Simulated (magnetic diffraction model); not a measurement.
## Magnetic neutron pattern of Mg14CrPb

Space group Amm2 (no. 38), a = 10.2280 Å, b = 6.4100 Å, c = 10.9530 Å.

```csv
site,atom,x,y,z
2b,Pb,1/2,1/2,0.1642
2b,Cr,1/2,1/2,0.6649
4c,Mg,0.7524,1/2,0.3345
4c,Mg,0.7426,1/2,0.8278
8f,Mg,0.7449,0.7525,0.0831
4d,Mg,0,3/4,0.9181
4e,Mg,1/2,0.7471,0.9177
2a,Mg,0,1/2,0.1667
2a,Mg,0,1/2,0.6636
```

The compound is invented for this exercise: a known structure type with other elements, its cell scaled to their sizes and not relaxed.

Only Cr is taken to order (form factors of Cr2+); orders and moment sizes are assumed, and not adapted to the symmetry. Radiation: neutrons of λ = 2.567 Å, 8° to 50°; isotropic B of 0.3 Å² (Pb), 0.52 Å² (Cr) and 0.65 Å² (Mg). The intensities are simulated: I ∝ L Σ (|F_N|² + |F_M⊥|²) for unpolarised neutrons, with F_M = 2.695 fm/μB × Σ f(s) S exp(2πi Q·r) exp(−B s²) at Q = H ± k (one set where k and −k are equivalent), only the part normal to Q counting and L = 1/(sin²θ cos θ). For collinear order S is the moment m, which repeats by lattice and centring translations R with the sign exp(−2πi k·R). Form factors are spin-only for 3d ions and dipole or tabulated for f ions, scattering lengths are Sears's of 1992, and absorption is left out. A label names one of the reflections at its angle. The strongest nuclear line in the range is 100, and lines under 0.2 are left out.

Assume the order k = (0 0 0), collinear moments along [110], 0.56 μB on Cr.

Predict the pattern, nuclear and magnetic parts apart.

```csv
2θ (°),index,nuclear,magnetic
14.42,(1 0 0),39.2,2.1
26.83,(0 1 1),55.0,3.1
27.11,(0 0 2),8.4,1.9
29.07,(2 0 0),5.3,0.5
30.59,(1 1 1),100.0,3.9
30.84,(1 0 2),10.6,2.4
39.97,(2 1 1),83.9,1.5
40.17,(2 0 2),4.8,0.9
44.23,(3 0 0),0.2,0.2
47.22,(0 2 0),2.1,0.3
47.73,(0 1 3),24.6,0.8
49.63,(1 2 0),2.8,0.6
```

The strongest magnetic line in the range is (1 1 1) at 30.59° (3.9). On top of the Lorentz factor, which all lines share, magnetic lines fade with angle because f falls: for Cr2+ it is 0.88, 0.62, 0.37 and 0.09 at sin θ/λ = 0.1, 0.2, 0.3 and 0.5 Å⁻¹, while nuclear lengths stay constant. The net moment is 0.56 μB a primitive cell.

[Logs are printed without paths, hosts, clocks, repeated set-up lines and the standing remarks that a program may print on its own settings, such as how far it seeks lower states.]
